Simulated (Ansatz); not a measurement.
# What KZnIF2 (built on the sites of a database entry of KZnF3) distorts into, part 2 of 2

Which phase does KZnIF2 (built on the sites of a database entry of KZnF3) fall into along its unstable mode, and how much energy does it gain?

Ansatz 0.2.0; DFT PBEsol, scalar-relativistic, plane waves, PAW.

So far, highest frequency on the path or at a solved wavevector (cm⁻¹): step 2 (phonons on a q mesh) 288. Also lowest frequency on the path (cm⁻¹): step 2 -189.

The structure was built from a prototype and need not be the compound's stable phase.

### 5. Energy along the mode, all amplitudes (two of the runs are shown above)

An imaginary frequency means negative curvature, so the energy should fall and then rise again as anharmonic terms take over.

Numbers from this step:

```
depth at the lowest point sampled  : 15.91 meV/atom
largest atomic shift at that point : 0.22 Å
```

The energy from the parent by largest atomic shift:

| largest atomic shift (Å) | energy from the parent (meV/atom) |
| --- | --- |
| 0.000 | 0 |
| 0.040 | -0.784 |
| 0.080 | -3.03 |
| 0.140 | -8.38 |
| 0.220 | -15.9 |
| 0.320 | -14.7 |
| 0.450 | 43.1 |

Displacement at unit largest shift by atom:

| atom | x (Å) | y (Å) | z (Å) | size |
| --- | --- | --- | --- | --- |
| K1 | 0.00 | 0.00 | 0.00 | 0.00 |
| K2 | 0.00 | 0.00 | 0.00 | 0.00 |
| Zn3 | 0.00 | 0.00 | 0.00 | 0.00 |
| Zn4 | 0.00 | 0.00 | 0.00 | 0.00 |
| F5 | 0.00 | 0.00 | -1.00 | 1.00 |
| F6 | 0.00 | 0.00 | 1.00 | 1.00 |
| F7 | 1.00 | 0.00 | 0.00 | 1.00 |
| F8 | -1.00 | 0.00 | 0.00 | 1.00 |
| I9 | 0.00 | 0.00 | 0.00 | 0.00 |
| I10 | 0.00 | 0.00 | 0.00 | 0.00 |

The lowest of the steps tried is at 0.22 Å, 15.9 meV/atom below the parent; the bottom of the well need not coincide with a step.

### 6. Relaxing from the distorted cell

Starting from the lowest point found, all atoms and the cell are let go, so that strain and other modes of the same symmetry can join in.

Input file input.yaml:

```yaml
crystal:
  lattice:
    - [4.3820292971, 0.0, 4.3820292971]
    - [4.3820292971, 0.0, -4.3820292971]
    - [0.0, 5.3225750611, 4.3820292971]
  atoms:
    - { symbol: K, position: [0.5, 0.5, 0.0] }
    - { symbol: K, position: [0.0, 0.0, 0.0] }
    - { symbol: Zn, position: [0.25, 0.25, 0.5] }
    - { symbol: Zn, position: [0.75, 0.75, 0.5] }
    - { symbol: F, position: [-0.025102525, 0.525102525, 0.5] }
    - { symbol: F, position: [0.525102525, -0.025102525, 0.5] }
    - { symbol: F, position: [0.025102525, 0.025102525, 0.5] }
    - { symbol: F, position: [0.474897475, 0.474897475, 0.5] }
    - { symbol: I, position: [0.5, 0.0, 0.0] }
    - { symbol: I, position: [0.0, 0.5, 0.0] }
kpoints:
  mp_grid: { grid: [4, 4, 4] }
hamiltonian:
  xc: pbesol
scf:
  occupations: { method: fixed }
output:
  forces: true
  stress: true
  eigenvalues: true
relax:
  adjacent_minimum: "off"
  f_tol: 0.002
  max_steps: 120
  cell: { stress_tol: 0.03 }
```

Started as:

```sh
$ ansatz run input.yaml --threads 8 --pin off --max-ram 14336MiB --backend cpu --events-out ev --progress --plain --runs-dir out
```

Numbers of over 12 decimals in the logs are rounded to 6 here.

Output:

```text
[...]
Crystal: 10 atoms, lattice volume = 204.410 Å³
Basis set: ecut = 420 eV, 4057 PW (Γ), exchange–correlation on 90×90×96 points (8 copies of the dense FFT grid, shifted against one another)
Bands: 63, of which v1, the nominal top of the filled ones, is band 52 counted from 1 (51 counted from 0)
Symmetry: 16 space group operations
[...]
k-points: 13 of 64
[...]
SCF iter   1: F=—  HF=-27666.261613 eV  |F-HF|=—  |Δ(HF+E_count)|=         —  Δρ=9.63e-3  dr2=1.19e-1  ethr=1.77e-3  ⟨swp⟩=5.7  Hψ=2982  notcnv=0  defer=113
[...]
SCF iter   8: F=-27666.226460 eV  HF=-27666.226459 eV  |F-HF|=2.60e-8  |Δ(HF+E_count)|=   2.73e-7  Δρ=3.49e-6  dr2=3.32e-8  ethr=9.62e-11  ⟨swp⟩=17.8  Hψ=5406  notcnv=0
SCF 1 converged in 8 iterations: F = -27666.226460 eV  dr2 = 3.32e-8
[...]
relax step   1: F+E_penalty+E_count = -27666.22645950 eV  Δ(F+E_penalty+E_count) = +0.000e0 eV  max|allowed force component| = 1.793e-1 eV/Å  Δτ_max = 0.0000 Å  P = +1.878 GPa  Ω = 204.410 Å³  (8 SCF iters, dr2 threshold 1.00e-7 eV, accepted)
Crystal: 10 atoms, lattice volume = 214.263 Å³
Basis set: ecut = 420 eV, 4171 PW (Γ), exchange–correlation on 90×90×96 points (8 copies of the dense FFT grid, shifted against one another)
[...]
iter 1 solved again at ethr=9.18e-5 eV; its pass at ethr=3.10e-3 eV (dr2=9.55e-2 eV) is discarded
[...]
SCF iter   8: F=-27666.293623 eV  HF=-27666.293623 eV  |F-HF|=1.74e-7  |Δ(HF+E_count)|=   1.15e-6  Δρ=5.20e-6  dr2=9.94e-8  ethr=9.62e-10  ⟨swp⟩=13.9  Hψ=4714  notcnv=0
SCF 2 converged in 8 iterations: F = -27666.293623 eV  dr2 = 9.94e-8
relax step   2: F+E_penalty+E_count = -27666.29362318 eV  Δ(F+E_penalty+E_count) = -6.716e-2 eV  max|allowed force component| = 3.765e-1 eV/Å  Δτ_max = 0.0295 Å  P = -0.113 GPa  Ω = 214.263 Å³  energy of the carried Pulay correction = -1.788e-2 eV  (8 SCF iters, dr2 threshold 1.00e-6 eV, accepted)
Crystal: 10 atoms, lattice volume = 220.893 Å³
Basis set: ecut = 420 eV, 4307 PW (Γ), exchange–correlation on 90×90×96 points (8 copies of the dense FFT grid, shifted against one another)
[...]
SCF iter   7: F=-27666.351813 eV  HF=-27666.351812 eV  |F-HF|=1.98e-7  |Δ(HF+E_count)|=   2.07e-6  Δρ=1.85e-5  dr2=7.11e-7  ethr=9.62e-10  ⟨swp⟩=13.1  Hψ=5451  notcnv=0
SCF 3 converged in 7 iterations: F = -27666.351813 eV  dr2 = 7.11e-7
relax step   3: F+E_penalty+E_count = -27666.35181254 eV  Δ(F+E_penalty+E_count) = -5.819e-2 eV  max|allowed force component| = 4.017e-1 eV/Å  Δτ_max = 0.0541 Å  P = -0.601 GPa  Ω = 220.893 Å³  energy of the carried Pulay correction = -2.944e-2 eV  (7 SCF iters, dr2 threshold 1.00e-6 eV, accepted)
[... from here on, the SCF cycles and remarks between the steps are left out ...]
relax step   4: F+E_penalty+E_count = -27666.31513659 eV  Δ(F+E_penalty+E_count) = +3.668e-2 eV  max|allowed force component| = 8.106e-1 eV/Å  Δτ_max = 0.1949 Å  P = +1.510 GPa  Ω = 235.976 Å³  energy of the carried Pulay correction = -5.446e-2 eV  (8 SCF iters, dr2 threshold 1.00e-6 eV, rejected (line search))
relax step   5: F+E_penalty+E_count = -27666.42158817 eV  Δ(F+E_penalty+E_count) = -6.978e-2 eV  max|allowed force component| = 4.424e-2 eV/Å  Δτ_max = 0.0975 Å  P = -0.010 GPa  Ω = 229.485 Å³  energy of the carried Pulay correction = -4.390e-2 eV  (12 SCF iters, accepted)
relax step   6: F+E_penalty+E_count = -27666.42584644 eV  Δ(F+E_penalty+E_count) = -4.258e-3 eV  max|allowed force component| = 7.158e-3 eV/Å  Δτ_max = 0.0112 Å  P = +0.029 GPa  Ω = 230.351 Å³  energy of the carried Pulay correction = -4.533e-2 eV  (6 SCF iters, dr2 threshold 5.93e-7 eV, accepted)
relax step   7: F+E_penalty+E_count = -27666.42518783 eV  Δ(F+E_penalty+E_count) = +6.586e-4 eV  max|allowed force component| = 1.257e-3 eV/Å  Δτ_max = 0.0041 Å  P = -0.007 GPa  Ω = 230.966 Å³  energy of the carried Pulay correction = -4.634e-2 eV  (7 SCF iters, dr2 threshold 1.75e-8 eV, accepted)
relax step   8: F+E_penalty+E_count = -27666.51642066 eV  Δ(F+E_penalty+E_count) = -9.123e-2 eV  max|allowed force component| = 5.710e-3 eV/Å  Δτ_max = 0.0000 Å  P = +0.621 GPa  Ω = 230.966 Å³  stress off target by 6.45e-1 GPa  SCF on the basis re-selected at this cell (its energy is not comparable with the rows above)  (10 SCF iters)
relax step   9: F+E_penalty+E_count = -27666.51983634 eV  Δ(F+E_penalty+E_count) = -3.416e-3 eV  max|allowed force component| = 6.931e-2 eV/Å  Δτ_max = 0.0350 Å  P = +0.351 GPa  Ω = 238.292 Å³  energy of the carried Pulay correction = -1.322e-2 eV  (7 SCF iters, dr2 threshold 1.00e-6 eV, accepted)
relax step  10: F+E_penalty+E_count = -27666.51417078 eV  Δ(F+E_penalty+E_count) = +5.666e-3 eV  max|allowed force component| = 6.924e-2 eV/Å  Δτ_max = 0.0028 Å  P = -0.190 GPa  Ω = 241.926 Å³  energy of the carried Pulay correction = -2.091e-2 eV  (7 SCF iters, dr2 threshold 4.66e-7 eV, accepted)
relax step  11: F+E_penalty+E_count = -27666.51615446 eV  Δ(F+E_penalty+E_count) = -1.984e-3 eV  max|allowed force component| = 1.524e-4 eV/Å  Δτ_max = 0.0043 Å  P = +0.010 GPa  Ω = 241.445 Å³  energy of the carried Pulay correction = -1.983e-2 eV  (5 SCF iters, dr2 threshold 3.00e-7 eV, accepted)
relax step  12: F+E_penalty+E_count = -27666.53723873 eV  Δ(F+E_penalty+E_count) = -2.108e-2 eV  max|allowed force component| = 1.603e-3 eV/Å  Δτ_max = 0.0000 Å  P = +0.049 GPa  Ω = 241.445 Å³  stress off target by 4.89e-2 GPa  SCF on the basis re-selected at this cell (its energy is not comparable with the rows above)  (9 SCF iters)
relax step  13: F+E_penalty+E_count = -27666.53619716 eV  Δ(F+E_penalty+E_count) = +1.042e-3 eV  max|allowed force component| = 1.006e-3 eV/Å  Δτ_max = 0.0028 Å  P = +0.005 GPa  Ω = 242.214 Å³  energy of the carried Pulay correction = -1.163e-3 eV  (7 SCF iters, dr2 threshold 5.98e-9 eV, accepted)
[...]
SCF iter   8: F=-27666.537157 eV  HF=-27666.537157 eV  |F-HF|=1.82e-11  |Δ(HF+E_count)|=  1.53e-10  Δρ=5.57e-8  dr2=8.52e-12  ethr=1.00e-12  ⟨swp⟩=17.4  Hψ=5174  notcnv=0
SCF 14 converged in 8 iterations: F = -27666.537157 eV  dr2 = 8.52e-12
relax step  14: F+E_penalty+E_count = -27666.53715708 eV  Δ(F+E_penalty+E_count) = -9.599e-4 eV  max|allowed force component| = 8.875e-4 eV/Å  Δτ_max = 0.0000 Å  P = +0.007 GPa  Ω = 242.214 Å³  stress off target by 1.63e-2 GPa  SCF on the basis re-selected at this cell (its energy is not comparable with the rows above)  (8 SCF iters)
[...]
SCF converged after 8 iterations
Free energy (F): -27666.537157 eV
[...]
Internal energy: -27666.537157 eV  (E = F + TS)
E sigma→0 (E₀):  -27666.537157 eV
Fermi energy:    2.853379 eV
[...]
--- Forces (eV/Å), atoms counted from 1 ---
  atom   1  K     -0.00000000     0.00000000     0.00000000
  atom   2  K      0.00000000    -0.00000000    -0.00000000
  atom   3  Zn    -0.00000000     0.00000000     0.00000000
  atom   4  Zn    -0.00000000     0.00000000     0.00000000
  atom   5  F      0.00000000     0.00000000    -0.00088749
  atom   6  F      0.00000000    -0.00000000     0.00088749
  atom   7  F      0.00088749     0.00000000    -0.00000000
  atom   8  F     -0.00088749    -0.00000000    -0.00000000
  atom   9  I      0.00000000     0.00000000     0.00000000
  atom  10  I     -0.00000000    -0.00000000     0.00000000
  max |Σ_I F_I| component: 2.60e-18 eV/Å
--- Stress (GPa, compression-positive) ---
        0.001752       0.000000       0.000000
        0.000000       0.016276       0.000000
        0.000000       0.000000       0.001752
  P = ⅓ Tr σ = 0.0066 GPa (0.066 kbar)
--- Band table (eV; the first three rows and the last of 13) ---
  k-point 0: bands = [... 48 lower, 2.2013, 2.4442, 2.4442, 2.8534, 5.5457, 8.1939, 8.1950, 8.1950, ... 7 higher]
  k-point 1: bands = [... 48 lower, 2.2934, 2.2994, 2.4723, 2.4723, 6.4645, 8.2378, 8.4083, 8.4364, ... 7 higher]
  k-point 2: bands = [... 48 lower, 1.7452, 2.4068, 2.4816, 2.4816, 7.9552, 8.2003, 8.4083, 8.5786, ... 7 higher]
  k-point 12: bands = [... 48 lower, 2.2011, 2.2011, 2.3265, 2.3265, 7.5291, 7.5291, 8.8698, 8.8698, ... 7 higher]
--- Relaxed structure (11 steps of the walk, 10 accepted, 3 SCFs on fresh bases) ---
  F+E_penalty+E_count = -27666.53715708 eV   max|allowed force component| = 8.875e-4 eV/Å   (the final SCF, on the basis selected at the relaxed cell)
  cell:  # Å, volume = 242.2137 Å³
    - [4.662293, 0.0, 4.662293]
    - [4.662293, 0.0, -4.662293]
    - [0, 5.571467, 4.662293]
  atoms:
    - { symbol: K, position: [0.5, 0.5, 0] }
    - { symbol: K, position: [0, 3.562849589828972e-19, 0] }
    - { symbol: Zn, position: [0.250000, 0.25, 0.500000] }
    - { symbol: Zn, position: [0.75, 0.75, 0.500000] }
    - { symbol: F, position: [-0.052617, 0.552617, 0.500000] }
    - { symbol: F, position: [0.552617, -0.052617, 0.500000] }
    - { symbol: F, position: [0.052617, 0.052617, 0.500000] }
    - { symbol: F, position: [0.447383, 0.447383, 0.500000] }
    - { symbol: I, position: [0.5, 0.0, 0] }
    - { symbol: I, position: [0.0, 0.5, 0] }
```

Wall time 23 s (8 threads of Arm Neoverse V2, shared host); peak memory 1.1 GiB; 2.8 min of CPU time.

Step by step:

| step | energy less that of the first step (eV) | largest force component (eV/Å) | pressure (GPa) | volume (Å³) |
| --- | --- | --- | --- | --- |
| 1 | 0.0000 | 0.1793 | 1.88 | 204.41 |
| 2 | -0.0672 | 0.3765 | -0.11 | 214.26 |
| 3 | -0.1254 | 0.4017 | -0.60 | 220.89 |
| 4 | -0.0887 | 0.8106 | 1.51 | 235.98 |
| 5 | -0.1951 | 0.0442 | -0.01 | 229.48 |
| 6 | -0.1994 | 0.0072 | 0.03 | 230.35 |
| 7 | -0.1987 | 0.0013 | -0.01 | 230.97 |
| 8* | -0.2900 | 0.0057 | 0.62 | 230.97 |
| 9 | -0.2934 | 0.0693 | 0.35 | 238.29 |
| 10 | -0.2877 | 0.0692 | -0.19 | 241.93 |
| 11 | -0.2897 | 0.0002 | 0.01 | 241.44 |
| 12* | -0.3108 | 0.0016 | 0.05 | 241.44 |
| 13 | -0.3097 | 0.0010 | 0.01 | 242.21 |
| 14* | -0.3107 | 0.0009 | 0.01 | 242.21 |

Relaxation steps marked * repeat the geometry before them on a plane-wave basis chosen anew for their cell, so energy and pressure can jump there. Relaxation step 4 was tried and not accepted.

The run keeps the 16 symmetry operations that it works with, so distortions that break them were not tested.

| conventional cell, symmetrised | before | after | change |
| --- | --- | --- | --- |
| a (Å) | 6.197 | 6.593 | +6.4 % |
| b (Å) | 6.197 | 6.593 | +6.4 % |
| c (Å) | 10.645 | 11.143 | +4.7 % |
| volume (Å³/atom) | 20.44 | 24.22 | +18.5 % |

The atoms that moved most (Å, as changes of fractional coordinates times the final cell):

| atom | dx | dy | dz | length |
| --- | --- | --- | --- | --- |
| F8 | -0.257 | 0.000 | 0.000 | 0.257 |
| F6 | 0.000 | 0.000 | 0.257 | 0.257 |
| F7 | 0.257 | 0.000 | 0.000 | 0.257 |
| F5 | 0.000 | 0.000 | -0.257 | 0.257 |

The relaxed structure:

```
K Zn F I
1.0
     4.66229    0.00000    4.66229
     4.66229    0.00000   -4.66229
     0.00000    5.57147    4.66229
K Zn F I
2 2 4 2
Direct
  0.50000 0.50000 0.00000
  0.00000 0.00000 0.00000
  0.25000 0.25000 0.50000
  0.75000 0.75000 0.50000
  0.94738 0.55262 0.50000
  0.55262 0.94738 0.50000
  0.05262 0.05262 0.50000
  0.44738 0.44738 0.50000
  0.50000 0.00000 0.00000
  0.00000 0.50000 0.00000
```

This step gave:

```
pressure          : 0.006594 GPa
gap on the k-mesh : 2.692 eV
volume per atom   : 24.22 Å³
```

The distorted start has space group I4/mcm; the relaxation ends in I4/mcm.

### 7. What came out

```
unstable mode of the parent                                                      : q = (-0.5, -0.5, -0.5), 189i cm⁻¹
depth at the lowest point sampled                                                : 15.9 meV/atom
largest atomic shift at that point                                               : 0.22 Å
space group reached (within 0.01 Å)                                              : I4/mcm
energy gained over the parent (first relaxation, on the mesh of the frozen mode) : 47.0 meV/atom
volume per atom, phase reached                                                   : 24.2 Å³
gap on the k-mesh, phase reached                                                 : 2.69 eV
```

**Reading.** Along this mode the structure falls into I4/mcm, 47.0 meV/atom below the parent. At the parent's cell the well is 15.91 meV/atom deep on the steps tried, with its lowest point at a shift of 0.22 Å. Relaxing atoms and cell changes the gain by +31.07 meV/atom against the lowest step (energies at zero smearing). Most of the total comes from this relaxation. The modes of the phase reached were not computed on this path. Of the 2 patterns followed to their end from this parent, this one reaches the lowest energy. Another end point lies within 1 meV/atom; how such a difference moves with mesh and cutoff was not tested. Each path keeps the symmetry of its pattern, so a lower phase may lie along a pattern not tried. The q mesh stands for a supercell only 8.8 Å across, so branches between the solved wavevectors are rough. The volume moved by more than a tenth on the k mesh of the start, so the energy gain is rough. Spin-orbit coupling is left out, which can matter for the heavy elements here. The starting cell was built on a prototype and not taken from a measurement, so the phase need not exist.

[Logs are printed without paths, hosts, clocks, repeated set-up lines and the standing remarks that a program may print on its own settings, such as how far it seeks lower states.]

[Hosts, paths, dates, database ids (printed as entryN), source tags and the programs' standing remarks are cut or masked in the printed files.]
